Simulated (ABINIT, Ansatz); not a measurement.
# NbB2 (P6/mmm): zone-centre phonons, part 3 of 3

Which modes does NbB2 (P6/mmm) have at the zone centre?

ABINIT 10.8.3; DFT LDA, scalar-relativistic, plane waves, JTH PAW pseudopotentials.

So far. Step 3 (Self-consistent run for the response): The cell stands at -0.24 GPa: the relaxation ran with a smoothed and higher cutoff, and the difference is a stress of the finite basis. Step 4 (Linear response at Γ): The acoustic modes at Γ come out as far as 5.8 cm⁻¹ from zero, where they should vanish, a small numerical error. The relaxed cell has a = 3.072, c = 3.280 Å (conventional setting).

The database entry behind the starting cell differs from later determinations by our own check (an axis about 1.2 % long against later determinations), so it need not match the best structure at ambient conditions.

## 5. Zone-centre analysis

anaddb reads the merged derivatives and imposes the acoustic sum rule.

anaddb.abi

```
ddb_filepath "gamma_DDB"
output_file "anaddb.abo"
outdata_prefix "anaddb"
asr 1
chneut 1
enunit 2
eivec 1
nph1l 1
qph1l 0.0 0.0 0.0 1.0
```

mrgddb.in

```
gamma_DDB
merged
1
dfpt_gammao_DDB
```

Command:

```bash
$ mrgddb < mrgddb.in > mrgddb.log
$ OMP_NUM_THREADS=1 anaddb anaddb.abi > anaddb.log
```

anaddb.abo, the main output file:

```text
-outvars_anaddb: echo values of input variables ----------------------

 Miscellaneous information :
      enunit         2
       eivec         1
         asr         1
 First list of wavevector (reduced coord.) :
       nph1l         1
       qph1l
                     0.00000000E+00  0.00000000E+00  0.00000000E+00    1.000E+00

================================================================================

 read the DDB information and perform some checks

  ==== Info on the Cryst% object ====
 Real(R)+Recip(G) space primitive vectors, cartesian coordinates (Bohr,Bohr^-1):
 R(1)=  5.8051341  0.0000000  0.0000000  G(1)=  0.1722613  0.0994551  0.0000000
 R(2)= -2.9025671  5.0273936  0.0000000  G(2)=  0.0000000  0.1989102  0.0000000
 R(3)=  0.0000000  0.0000000  6.1978654  G(3)=  0.0000000  0.0000000  0.1613459
 Unit cell volume ucvol=  1.8088281E+02 bohr^3
 Angles (23,13,12)=  9.00000000E+01  9.00000000E+01  1.20000000E+02 degrees
 Time-reversal symmetry is present
 Reduced atomic positions [iatom, xred, symbol]:
    1)    0.0000000  0.0000000  0.0000000  Nb
    2)    0.3333333  0.6666667  0.5000000   B
    3)    0.6666667  0.3333333  0.5000000   B

 DDB file with 1 blocks has been read.

================================================================================

 Treat the first list of vectors

  Phonon wavevector (reduced coordinates) :  0.00000  0.00000  0.00000
 Phonon energies in Hartree :
   0.000000E+00  0.000000E+00  0.000000E+00  2.025516E-03  2.025516E-03
   2.258354E-03  2.582625E-03  3.802912E-03  3.802912E-03
 Phonon energies in meV     :
-  0.000000E+00  0.000000E+00  0.000000E+00  5.511710E+01  5.511710E+01
-  6.145294E+01  7.027682E+01  1.034825E+02  1.034825E+02
 Phonon frequencies in cm-1    :
-  0.000000E+00  0.000000E+00  0.000000E+00  4.445494E+02  4.445494E+02
-  4.956514E+02  5.668207E+02  8.346427E+02  8.346427E+02
 Phonon frequencies in Thz     :
-  0.000000E+00  0.000000E+00  0.000000E+00  1.332726E+01  1.332726E+01
-  1.485925E+01  1.699286E+01  2.502196E+01  2.502196E+01
 Phonon energies in Kelvin  :
-  0.000000E+00  0.000000E+00  0.000000E+00  6.396074E+02  6.396074E+02
-  7.131317E+02  8.155286E+02  1.200865E+03  1.200865E+03

 Eigendisplacements
 (will be given, for each mode : in cartesian coordinates
   for each atom the real part of the displacement vector,
   then the imaginary part of the displacement vector - absolute values smaller than 1.0d-7 are set to zero)
  Mode number    1   Energy    0.000000E+00
 Attention : low frequency mode.
   (Could be unstable or acoustic mode)
-  1  0.00000000E+00  0.00000000E+00 -2.18858510E-03
-     0.00000000E+00  0.00000000E+00  0.00000000E+00
-  2  0.00000000E+00  0.00000000E+00 -2.18858380E-03
-     0.00000000E+00  0.00000000E+00  0.00000000E+00
-  3  0.00000000E+00  0.00000000E+00 -2.18858380E-03
-     0.00000000E+00  0.00000000E+00  0.00000000E+00
  Mode number    2   Energy    0.000000E+00
 Attention : low frequency mode.
   (Could be unstable or acoustic mode)
-  1  5.02349389E-07 -2.18858534E-03  0.00000000E+00
-     0.00000000E+00  0.00000000E+00  0.00000000E+00
-  2  5.02348731E-07 -2.18858247E-03  0.00000000E+00
-     0.00000000E+00  0.00000000E+00  0.00000000E+00
-  3  5.02348731E-07 -2.18858247E-03  0.00000000E+00
-     0.00000000E+00  0.00000000E+00  0.00000000E+00
  Mode number    3   Energy    0.000000E+00
 Attention : low frequency mode.
   (Could be unstable or acoustic mode)
-  1  2.18858534E-03  5.02350125E-07  0.00000000E+00
-     0.00000000E+00  0.00000000E+00  0.00000000E+00
-  2  2.18858247E-03  5.02349467E-07  0.00000000E+00
-     0.00000000E+00  0.00000000E+00  0.00000000E+00
-  3  2.18858247E-03  5.02349467E-07  0.00000000E+00
-     0.00000000E+00  0.00000000E+00  0.00000000E+00
  Mode number    4   Energy    2.025516E-03
-  1  5.64106569E-04 -8.92485542E-04  0.00000000E+00
-     0.00000000E+00  0.00000000E+00  0.00000000E+00
-  2 -2.42388160E-03  3.83487696E-03  0.00000000E+00
-     0.00000000E+00  0.00000000E+00  0.00000000E+00
-  3 -2.42388160E-03  3.83487696E-03  0.00000000E+00
-     0.00000000E+00  0.00000000E+00  0.00000000E+00
  Mode number    5   Energy    2.025516E-03
-  1  8.92485542E-04  5.64106569E-04  0.00000000E+00
-     0.00000000E+00  0.00000000E+00  0.00000000E+00
-  2 -3.83487696E-03 -2.42388160E-03  0.00000000E+00
-     0.00000000E+00  0.00000000E+00  0.00000000E+00
-  3 -3.83487696E-03 -2.42388160E-03  0.00000000E+00
-     0.00000000E+00  0.00000000E+00  0.00000000E+00
  Mode number    6   Energy    2.258354E-03
;  1  0.00000000E+00  0.00000000E+00  1.05581625E-03
;     0.00000000E+00  0.00000000E+00  0.00000000E+00
;  2  0.00000000E+00  0.00000000E+00 -4.53668136E-03
;     0.00000000E+00  0.00000000E+00  0.00000000E+00
;  3  0.00000000E+00  0.00000000E+00 -4.53668136E-03
;     0.00000000E+00  0.00000000E+00  0.00000000E+00
  Mode number    7   Energy    2.582625E-03
;  1  0.00000000E+00  0.00000000E+00  0.00000000E+00
;     0.00000000E+00  0.00000000E+00  0.00000000E+00
;  2  0.00000000E+00  0.00000000E+00  5.03700077E-03
;     0.00000000E+00  0.00000000E+00  0.00000000E+00
;  3  0.00000000E+00  0.00000000E+00 -5.03700077E-03
;     0.00000000E+00  0.00000000E+00  0.00000000E+00
  Mode number    8   Energy    3.802912E-03
-  1  0.00000000E+00  0.00000000E+00  0.00000000E+00
-     0.00000000E+00  0.00000000E+00  0.00000000E+00
-  2  2.69784339E-03 -4.25358882E-03  0.00000000E+00
-     0.00000000E+00  0.00000000E+00  0.00000000E+00
-  3 -2.69784339E-03  4.25358882E-03  0.00000000E+00
-     0.00000000E+00  0.00000000E+00  0.00000000E+00
  Mode number    9   Energy    3.802912E-03
-  1  0.00000000E+00  0.00000000E+00  0.00000000E+00
-     0.00000000E+00  0.00000000E+00  0.00000000E+00
-  2  4.25358882E-03  2.69784339E-03  0.00000000E+00
-     0.00000000E+00  0.00000000E+00  0.00000000E+00
-  3 -4.25358882E-03 -2.69784339E-03  0.00000000E+00
-     0.00000000E+00  0.00000000E+00  0.00000000E+00

 Analysis of degeneracies and characters (maximum tolerance=1.00E-06 a.u.)
 For each vibration mode, or group of modes if degenerate,
 the characters are given for each symmetry operation (see the list in the log file).
 Symmetry characters of vibration mode #   1
       degenerate with vibration modes #   2 to    3
  3.0 -3.0  1.0 -1.0  2.0 -2.0  1.0 -1.0 -0.0  0.0  1.0 -1.0 -1.0  1.0  1.0 -1.0
 -0.0  0.0  1.0 -1.0  2.0 -2.0  1.0 -1.0
 Symmetry characters of vibration mode #   4
        degenerate with vibration mode #   5
  2.0 -2.0 -0.0  0.0  1.0 -1.0 -0.0  0.0 -1.0  1.0  0.0  0.0 -2.0  2.0  0.0 -0.0
 -1.0  1.0  0.0 -0.0  1.0 -1.0  0.0  0.0
 Symmetry characters of vibration mode #   6
  1.0 -1.0  1.0 -1.0  1.0 -1.0  1.0 -1.0  1.0 -1.0  1.0 -1.0  1.0 -1.0  1.0 -1.0
  1.0 -1.0  1.0 -1.0  1.0 -1.0  1.0 -1.0
 Symmetry characters of vibration mode #   7
  1.0  1.0 -1.0 -1.0 -1.0 -1.0  1.0  1.0  1.0  1.0 -1.0 -1.0 -1.0 -1.0  1.0  1.0
  1.0  1.0 -1.0 -1.0 -1.0 -1.0  1.0  1.0
 Symmetry characters of vibration mode #   8
        degenerate with vibration mode #   9
  2.0  2.0 -0.0 -0.0 -1.0 -1.0  0.0  0.0 -1.0 -1.0 -0.0 -0.0  2.0  2.0 -0.0 -0.0
 -1.0 -1.0  0.0  0.0 -1.0 -1.0 -0.0 -0.0
-
```

The job ended after 0.72 s (1 thread of Intel Xeon at 2.70GHz, shared host).

Read from the output:

```yaml
highest_optical_zone_centre_mode_no_lo_to_term: 834.6 cm⁻¹
lowest_optical_zone_centre_mode: 444.6 cm⁻¹
```

No LO-TO term; unit eigenvectors of the mass-weighted matrix, from anaddb's displacements. The modes at Γ (shares of kinetic energy by element, %):

```tsv
mode	frequency (cm⁻¹)	Nb %	B %
1	0.0	81	19
2	0.0	81	19
3	0.0	81	19
4	444.5	19	81
5	444.5	19	81
6	495.7	19	81
7	566.8	0	100
8	834.6	0	100
9	834.6	0	100
```

Displacements in mode 4 (444.5 cm⁻¹), the largest set to 1:
```
Nb1  0.15 -0.23  0.00
B2  -0.63  1.00  0.00
B3  -0.63  1.00  0.00
```

Displacements in mode 8 (834.6 cm⁻¹), the largest set to 1:
```
Nb1  0.00  0.00  0.00
B2   0.63 -1.00  0.00
B3  -0.63  1.00  0.00
```

The rule moves no optical mode by more than 0.2 cm⁻¹.

## 6. Results

| Quantity | Value |
| --- | --- |
| space group after relaxation | P6/mmm |
| volume per atom | 8.93 Å³ |
| highest optical zone-centre mode (no LO-TO term) | 834.6 cm⁻¹ |
| lowest optical zone-centre mode | 444.6 cm⁻¹ |
| imaginary optical modes at the zone centre (no q mesh in this session) | none |

At the LDA level the optical modes of NbB2 (P6/mmm) at the zone centre run from 445 to 835 cm⁻¹. These are harmonic frequencies at zero temperature: anharmonic shifts and linewidths and thermal expansion are left out. In a metal the frequencies hang on the k mesh and the smearing, most of all near Kohn anomalies. The runs are without spin polarisation, although the cell has an odd electron count or an open d or f shell, so a magnetic state was not tested.

[Host names and launcher messages were left out of these logs when they were recorded.]

[Logs are printed without paths, hosts, clocks, repeated set-up lines and the standing remarks that a program may print on its own settings, such as how far it seeks lower states.]

[Hosts, paths, dates, database ids (printed as entryN), source tags and the programs' standing remarks are cut or masked in the printed files.]
